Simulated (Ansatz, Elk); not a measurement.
# Bonding as seen by X-rays: ZnCd2S2O

The structure of ZnCd2S2O used here is made up (a known structure type with other elements) and was relaxed beforehand with PBEsol. The aim is the Fourier transform of its all-electron density, F(hkl), set beside the sum over free spherical atoms that refinements use.

Main program and level: Elk 11.2.3 (patched build); DFT, PBE, all-electron APW+lo, Dirac cores, scalar-relativistic bands, static density, no spin.

The structure was built from a prototype and need not be the compound's stable phase.

## 1. Set-up

The structure is trigonal, space group P-3m1 (No. 164). Conventional cell: a = 3.566 Å, b = 3.566 Å, c = 8.699 Å, α = 90.00°, β = 90.00°, γ = 120.00°. Cd has 3 O at 2.42 Å and 3 S at 2.65 Å nearest. Nearest to Zn lie 6 S at 2.49 Å. Nearest to S lie 3 Zn at 2.49 Å and 3 Cd at 2.65 Å. O has 6 Cd at 2.42 Å nearest. Farther neighbours and most contacts between anions are not listed.

## 2. Ground state and structure factors

An all-electron density is needed, since X-rays see the cores too. Task 0 finds the density and task 195 Fourier-transforms it; tshift is off so that phases refer to the origin typed.

Contents of elk.in:

```
tasks
  0
  195

xctype
  20

spinpol
  .false.

rgkmax
  7.0

gmaxvr
  14.0

lmaxo
  7

lmaxapw
  8

swidth
  0.002

tshift
  .false.

ramdisk
  .false.

hmaxvr
  5.5

maxscl
  120

epspot
  1e-06

sppath
  './'

avec
  5.83490810480 -3.36907799074 0.07169229008
  5.83490810480 3.36907799074 0.07169229008
  -0.20030910586 0.00000000000 16.43748773931

atoms
  4
  'Cd.in'
  2
  0.1666485683 0.1666485683 0.8544023930   0.000000 0.000000 0.000000
  0.8333514317 0.8333514317 0.1455976070   0.000000 0.000000 0.000000
  'Zn.in'
  1
  0.5000000000 0.5000000000 0.5000000000   0.000000 0.000000 0.000000
  'S.in'
  2
  0.1667205680 0.1667205680 0.3379971228   0.000000 0.000000 0.000000
  0.8332794320 0.8332794320 0.6620028772   0.000000 0.000000 0.000000
  'O.in'
  1
  0.5000000000 0.5000000000 0.0000000000   0.000000 0.000000 0.000000

ngridk
  7 7 3
```

Run with:

```
OMP_NUM_THREADS=4 elk
```

Numbers of over 12 decimals in the logs are rounded to 6 here.

Output:

```text
┌─────────────────────────┐
│ Elk code version 11.2.3 │
└─────────────────────────┘

All units are atomic (Hartree, Bohr, etc.)

┌─────────────────────────────────────────────────┐
│ Ground-state run starting from atomic densities │
└─────────────────────────────────────────────────┘

Lattice vectors :
   5.834908105      -3.369077991      0.7169229008E-01
   5.834908105       3.369077991      0.7169229008E-01
 -0.2003091059       0.000000000       16.43748774

Reciprocal lattice vectors :
  0.5383327865     -0.9324784592      0.6560184915E-02
  0.5383327865      0.9324784592      0.6560184915E-02
 -0.4695889165E-02  0.7823293351E-19  0.3821900754

Unit cell volume      :    646.3615951
Brillouin zone volume :   0.3837638488

Muffin-tin inner radius fraction :   0.1000000000E-01

Nuclei treated as point charges

Species : 1 (Cd)
 parameters loaded from : Cd.in
 name : cadmium
 nuclear charge    :   -48.00000000
 electronic charge :    48.00000000
 atomic mass :    204912.7176
 muffin-tin radius :    2.600000000
 number of radial points in muffin-tin :   1193
 inner part over the whole radius :   0.9972693929E-02
 number on inner part of muffin-tin    :    850
 approximate nuclear radius :   0.8708852602E-04
 number of mesh points to nuclear radius :    426
 atomic positions (lattice), magnetic fields (Cartesian) :
  1 :   0.16664857  0.16664857 -0.14559761    0.00000000  0.00000000  0.00000000
  2 :  -0.16664857 -0.16664857  0.14559761    0.00000000  0.00000000  0.00000000

Species : 2 (Zn)
 parameters loaded from : Zn.in
 name : zinc
 nuclear charge    :   -30.00000000
 electronic charge :    30.00000000
 atomic mass :    119233.3130
 muffin-tin radius :    2.400000000
 number of radial points in muffin-tin :    993
 inner part over the whole radius :   0.9843840322E-02
 number on inner part of muffin-tin    :    701
 approximate nuclear radius :   0.7484757725E-04
 number of mesh points to nuclear radius :    337
 atomic positions (lattice), magnetic fields (Cartesian) :
  1 :   0.50000000  0.50000000  0.50000000    0.00000000  0.00000000  0.00000000

Species : 3 (S)
 parameters loaded from : S.in
 name : sulphur
 nuclear charge    :   -16.00000000
 electronic charge :    16.00000000
 atomic mass :    58450.91931
 muffin-tin radius :    2.200000000
 number of radial points in muffin-tin :    793
 inner part over the whole radius :   0.9890556315E-02
 number on inner part of muffin-tin    :    554
 approximate nuclear radius :   0.6195814986E-04
 number of mesh points to nuclear radius :    251
 atomic positions (lattice), magnetic fields (Cartesian) :
  1 :   0.16672057  0.16672057  0.33799712    0.00000000  0.00000000  0.00000000
  2 :  -0.16672057 -0.16672057 -0.33799712    0.00000000  0.00000000  0.00000000

Species : 4 (O)
 parameters loaded from : O.in
 name : oxygen
 nuclear charge    :   -8.000000000
 electronic charge :    8.000000000
 atomic mass :    29165.12205
 muffin-tin radius :    1.800000000
 number of radial points in muffin-tin :    593
 inner part over the whole radius :   0.9958443124E-02
 number on inner part of muffin-tin    :    408
 approximate nuclear radius :   0.5115538663E-04
 number of mesh points to nuclear radius :    173
 atomic positions (lattice), magnetic fields (Cartesian) :
  1 :   0.50000000  0.50000000  0.00000000    0.00000000  0.00000000  0.00000000

Total number of atoms per unit cell :    6
Total muffin-tin volume :    318.7836897
 ratio of muffin-tin to unit cell volume :   0.4931971394

Spin treatment :
 spin-unpolarised

Number of Bravais lattice symmetries :    4
Number of crystal symmetries         :    4
Crystal has inversion symmetry
Real symmetric eigensolver will be used

k-point grid :      7     7     3
k-point offset :    0.000000000       0.000000000       0.000000000
k-point set is reduced with full crystal symmetry group
Total number of k-points :       44

Muffin-tin radius times maximum |G+k| :    7.000000000
 using average radius
[...]
electron entropic           :    -0.39126469216533E-04
 total energy                :     -13863.084118167

Density of states at Fermi energy :    2.040872521
 (states/Hartree/unit cell)

Estimated indirect band gap :   0.1177657005E-01
 from k-point 17 to k-point 1
Estimated direct band gap   :   0.1348520047E-01
 at k-point 1

Charges :
 core                        :    94.00000000
 valence                     :    72.00000000
 interstitial                :    6.947987303
 muffin-tins (core leakage)
  species : 1 (Cd)
[...]
species : 2 (Zn)
[...]
species : 3 (S)
[...]
species : 4 (O)
[...]
total in muffin-tins        :    159.0520127
 total calculated charge     :    166.0007279
 total charge                :    166.0000000
 error                       :   0.7279348025E-03

RMS change in Kohn-Sham potential (target) :   0.6541692612     (  0.1000000000E-05)
Absolute change in total energy (target)   :   0.2852336959     (  0.1000000000E-03)

[... loops 3 to 16 left out ...]

┌──────────────────┐
│ Loop number : 17 │
└──────────────────┘

Energies :
 Fermi                       :     0.210019
 sum of occupied eigenvalues :     -8226.5832539258
 electron kinetic            :      14440.531016079
 core electron kinetic       :      13812.173853828
 Coulomb                     :     -27861.227240627
 Coulomb potential           :     -22092.615133338
 nuclear-nuclear             :     -1607.0527702286
 electron-nuclear            :     -30456.820553923
 Hartree                     :      4202.6460835247
 Madelung                    :     -16814.919673958
 xc potential                :     -574.49913666651
 exchange                    :     -432.98658382904
 correlation                 :     -8.173115
 electron entropic           :    -0.11568317742718E-03
 total energy                :     -13861.856039275

Density of states at Fermi energy :    6.473460332
 (states/Hartree/unit cell)

Estimated indirect band gap :   0.2907684548E-01
 from k-point 2 to k-point 17
Estimated direct band gap   :   0.2971669437E-01
 at k-point 17

Charges :
 core                        :    94.00000000
 valence                     :    72.00000000
 interstitial                :    7.228173942
 muffin-tins (core leakage)
  species : 1 (Cd)
[...]
species : 2 (Zn)
[...]
species : 3 (S)
[...]
species : 4 (O)
[...]
total in muffin-tins        :    158.7718261
 total calculated charge     :    166.0007299
 total charge                :    166.0000000
 error                       :   0.7298668797E-03

RMS change in Kohn-Sham potential (target) :   0.7552072037E-07 (  0.1000000000E-05)
Absolute change in total energy (target)   :   0.7629483298E-04 (  0.1000000000E-03)

Convergence targets achieved

┌──────────────────┐
│ Loop number : 18 │
└──────────────────┘

Energies :
 Fermi                       :     0.210019
 sum of occupied eigenvalues :     -8226.5832497691
 electron kinetic            :      14440.531015859
 core electron kinetic       :      13812.173853295
 Coulomb                     :     -27861.227237570
 Coulomb potential           :     -22092.615130410
 nuclear-nuclear             :     -1607.0527702286
 electron-nuclear            :     -30456.820550580
 Hartree                     :      4202.6460832381
 Madelung                    :     -16814.919672365
 xc potential                :     -574.49913521856
 exchange                    :     -432.98658374294
 correlation                 :     -8.173115
 electron entropic           :    -0.11568317773265E-03
 total energy                :     -13861.856036351

Density of states at Fermi energy :    6.473460324
 (states/Hartree/unit cell)

Estimated indirect band gap :   0.2907685175E-01
 from k-point 2 to k-point 17
Estimated direct band gap   :   0.2971670080E-01
 at k-point 17

Charges :
 core                        :    94.00000000
 valence                     :    72.00000000
 interstitial                :    7.228173902
 muffin-tins (core leakage)
  species : 1 (Cd)
[...]
species : 2 (Zn)
[...]
species : 3 (S)
   atom 1                    :    14.59403303     (  0.7062365458E-04)
   atom 2                    :    14.59403303     (  0.7062365458E-04)
  species : 4 (O)
   atom 1                    :    7.548168636     ( -0.2726458184E-06)
 total in muffin-tins        :    158.7718261
 total calculated charge     :    166.0007299
 total charge                :    166.0000000
 error                       :   0.7298669335E-03

┌──────────────────────────────┐
│ Self-consistent loop stopped │
└──────────────────────────────┘

Warning : core states of species 1 leak from the muffin-tin :   0.2444900694E-03

Wrote STATE.OUT
```

Run time: 44 s. Hardware: 4 threads of Intel Xeon at 2.60GHz (Ice Lake), shared host; peak memory 0.25 GiB.

SFACRHO.OUT:

```text

h k l indices transformed by vhmat matrix:
   1.000000000       0.000000000       0.000000000    
   0.000000000       1.000000000       0.000000000    
   0.000000000       0.000000000       1.000000000    

      h      k      l  multipl.   |H|            Re(F)            Im(F)           |F|

      0      0      0      1   0.0000000       166.00000      0.39289268E-16   166.00000    
      0      0     -1      2  0.38221892       19.475067     -0.32570393E-14   19.475067    
      0      0      2      2  0.76443785     -0.41263987     -0.57887501E-14  0.41263987    
      0      1      0      4   1.0767364       21.380779      0.22270683E-13   21.380779    
     -1     -1      0      2   1.0767455      -21.378255      0.38952055E-13   21.378255    
      1      1      1      2   1.1425364      0.66832709      0.14359281E-13  0.66832709    
      1      0      1      4   1.1425459       75.007393     -0.59245093E-13   75.007393    
     -1      0      1      4   1.1425822     -0.62157506     -0.13188498E-13  0.62157506    
      1      1     -1      2   1.1426089      -75.001843      0.85096512E-13   75.001843    
      0      0      3      2   1.1466568      -69.453948      0.52134486E-13   69.453948    
      1      1      2      2   1.3204471       127.73506     -0.11520363E-12   127.73506    
     -1      0     -2      4   1.3204710       37.534560      0.32529967E-14   37.534560    
      0     -1      2      4   1.3205337      -127.72739     -0.28889239E-13   127.72739    
      1      1     -2      2   1.3205725      -37.533495      0.29990434E-13   37.533495    
      0      0     -4      2   1.5288757      -48.680976      0.11466074E-13   48.680976    
      1      1      3      2   1.5728808       29.068191      0.12338138E-14   29.068191    
      1      0      3      4   1.5729141       17.006482     -0.82918114E-14   17.006482    
      0      1     -3      4   1.5729931      -29.099879      0.54649225E-13   29.099879
```

Elk indexes on the primitive cell of elk.in and gives |H| = 4π sin θ/λ in inverse bohr. Below, one row stands for each form hkl of the conventional cell (m members, Friedel mates merged), F is for one primitive cell and the density is static (no thermal factor). Free-atom factors are Waasmaier and Kirfel's, and R is Σm||F|−|F'||/Σm|F|.

```tsv
hkl	m	sin θ/λ (Å⁻¹)	abs F, DFT	neutral atoms	diff.
001	2	0.058	19.475	19.509	-0.034
002	2	0.115	0.413	0.366	+0.046
100	6	0.162	21.381	21.477	-0.096
011	6	0.172	0.668	0.503	+0.166
101	6	0.172	75.007	75.925	-0.918
003	2	0.172	69.454	70.350	-0.896
012	6	0.199	127.735	127.551	+0.184
102	6	0.199	37.535	37.621	-0.087
004	2	0.230	48.681	48.654	+0.027
013	6	0.236	29.068	28.859	+0.209
103	6	0.236	17.006	17.277	-0.270
110	6	0.281	112.864	113.082	-0.218
014	6	0.281	18.669	18.748	-0.079
104	6	0.281	103.217	103.428	-0.211
```

## 3. The highest occupied states alone

An energy window below the Fermi level keeps the highest occupied states, to see at which angles they scatter; shallow core shells can lie inside it and anion s states outside. No new self-consistency is needed.

elk.in, as its differences from that of step 2:

```diff
@@ -1,3 +1,2 @@
 tasks
-  0
   195
@@ -40,2 +39,5 @@
 
+wsfac
+  -0.341220 0.510020
+
 sppath
```

Run with:

```
OMP_NUM_THREADS=4 elk
```

Output:

```text
┌─────────────────────────────────┐
│ Elk code version 11.2.3 started │
└─────────────────────────────────┘

Info(readinput): the functional depends on the density's gradient
 muffin-tin radial points multiplied by    2.00000
 (not where nrmtscf is given)

┌────────────────────┐
│ Current task : 195 │
└────────────────────┘

Info(sfacrho): density structure factors written to SFACRHO.OUT

 Energy window :  -0.3412200000      0.5100200000

┌──────────────────┐
│ Elk code stopped │
└──────────────────┘
```

Elapsed: 11 s, on 4 threads; peak memory 0.18 GiB.

States within 15 eV below the Fermi level hold 52.00 electrons; any levels below the window count with the cores. Their amplitudes can exceed the total, where window and core parts have opposite phase:

```tsv
hkl	sin θ/λ (Å⁻¹)	abs F, window	abs F, all
001	0.058	0.304	19.475
002	0.115	5.136	0.413
100	0.162	1.889	21.381
011	0.172	2.426	0.668
101	0.172	13.378	75.007
003	0.172	12.478	69.454
012	0.199	25.056	127.735
102	0.199	0.156	37.535
004	0.230	0.549	48.681
013	0.236	1.627	29.068
```

## 4. Another functional

The difference from free atoms is small, so it is set against the change that PBEsol makes.

elk.in, as its differences from that of step 3:

```diff
@@ -1,2 +1,3 @@
 tasks
+  0
   195
@@ -4,3 +5,3 @@
 xctype
-  20
+  22
 
@@ -39,5 +40,2 @@
 
-wsfac
-  -0.341220 0.510020
-
 sppath
```

Run with:

```
OMP_NUM_THREADS=4 elk
```

Output:

```text
┌─────────────────────────┐
│ Elk code version 11.2.3 │
└─────────────────────────┘

All units are atomic (Hartree, Bohr, etc.)

┌─────────────────────────────────────────────────┐
│ Ground-state run starting from atomic densities │
└─────────────────────────────────────────────────┘

Lattice vectors :
   5.834908105      -3.369077991      0.7169229008E-01
   5.834908105       3.369077991      0.7169229008E-01
 -0.2003091059       0.000000000       16.43748774

Reciprocal lattice vectors :
[...]
species : 2 (Zn)
[...]
species : 3 (S)
[...]
atom 2                    :    14.56499510     (  0.7111175106E-04)
  species : 4 (O)
   atom 1                    :    7.522075445     ( -0.2722506207E-06)
 total in muffin-tins        :    158.7099607
 total calculated charge     :    166.0007145
 total charge                :    166.0000000
 error                       :   0.7145360914E-03

┌──────────────────────────────┐
│ Self-consistent loop stopped │
└──────────────────────────────┘

Warning : core states of species 1 leak from the muffin-tin :   0.2473767201E-03

Wrote STATE.OUT
[key lines of the parts left out:]
total energy                :     -13853.785593292
```

The job ended after 42 s (4 threads; peak memory 0.23 GiB).

Against the first run R = 0.03 %; the largest change is -0.090 at 012.

## 5. Basis size

The basis and the expansions that go with it are enlarged, to see whether the differences are converged.

elk.in, as its differences from that of step 4:

```diff
@@ -5,3 +5,3 @@
 xctype
-  22
+  20
 
@@ -11,12 +11,12 @@
 rgkmax
-  7.0
+  8.5
 
 gmaxvr
-  14.0
+  18.0
 
 lmaxo
-  7
+  9
 
 lmaxapw
-  8
+  10
```

Run with:

```
OMP_NUM_THREADS=4 elk
```

Output:

```text
┌─────────────────────────┐
│ Elk code version 11.2.3 │
└─────────────────────────┘

All units are atomic (Hartree, Bohr, etc.)

┌─────────────────────────────────────────────────┐
│ Ground-state run starting from atomic densities │
└─────────────────────────────────────────────────┘

Lattice vectors :
   5.834908105      -3.369077991      0.7169229008E-01
   5.834908105       3.369077991      0.7169229008E-01
 -0.2003091059       0.000000000       16.43748774

Reciprocal lattice vectors :
[...]
species : 2 (Zn)
[...]
species : 3 (S)
[...]
atom 2                    :    14.59822387     (  0.7069308004E-04)
  species : 4 (O)
   atom 1                    :    7.563908305     ( -0.2726305759E-06)
 total in muffin-tins        :    158.8060926
 total calculated charge     :    165.9990143
 total charge                :    166.0000000
 error                       :   0.9857117474E-03

┌──────────────────────────────┐
│ Self-consistent loop stopped │
└──────────────────────────────┘

Warning : core states of species 1 leak from the muffin-tin :   0.2442097150E-03

Wrote STATE.OUT
[key lines of the parts left out:]
total energy                :     -13861.875971681
```

The job ended after 1.8 min (4 threads; peak memory 0.43 GiB; 5.4 min of CPU time).

Against the first run R = 0.01 %; the largest change is -0.016 at 214.

## 6. Settings against the effect

```tsv
run	R against the first run (%)	R against neutral atoms, low angle (%)	wall time
PBE, rgkmax 7	0.00	0.53	44 s
PBEsol	0.03	0.52	42 s
rgkmax 8.5 with larger expansions	0.01	0.53	1.8 min
```

## 7. Summary of results

| Quantity | Value |
| --- | --- |
| R against neutral atoms, sin θ/λ < 0.3 Å⁻¹ | 0.53 % |
| R against neutral atoms, 0.3 to 0.72 Å⁻¹ | 0.14 % |

In words: Independent neutral atoms miss the calculated amplitudes by R = 0.53 % below 0.3 Å⁻¹ and 0.14 % from there to 0.72 Å⁻¹; by shells, 0.40 % below 0.15 Å⁻¹ (2 forms), 0.53 % 0.15 to 0.3 (14 forms), 0.20 % 0.3 to 0.45 (29 forms), 0.12 % above 0.45 (104 forms). Bonding, aspherical density and the tables' own atoms all enter these figures, and the runs don't part them. The largest change of an amplitude is -0.92 electrons, at 101. Weak lines can change much in proportion: 201 goes from 0.05 to 0.26. The window's part falls from 52.0 electrons at the origin to at most 4.15 between 0.45 and 0.72 Å⁻¹, where compact states inside the window still scatter. Below 0.3 Å⁻¹ the changes that finished (PBEsol and rgkmax 8.5 with larger expansions) move F by R = 0.06 % at most, against the 0.53 % that separates it from free atoms. The k-mesh has no finished test. Part of the difference isn't bonding: the tables are fits to free atoms and ions calculated by other methods than this functional. Thermal motion, anomalous dispersion and extinction are left out.

[Logs are printed without paths, hosts, clocks, repeated set-up lines and the standing remarks that a program may print on its own settings, such as how far it seeks lower states.]

[Hosts, paths, dates, database ids (printed as entryN), source tags and the programs' standing remarks are cut or masked in the printed files.]
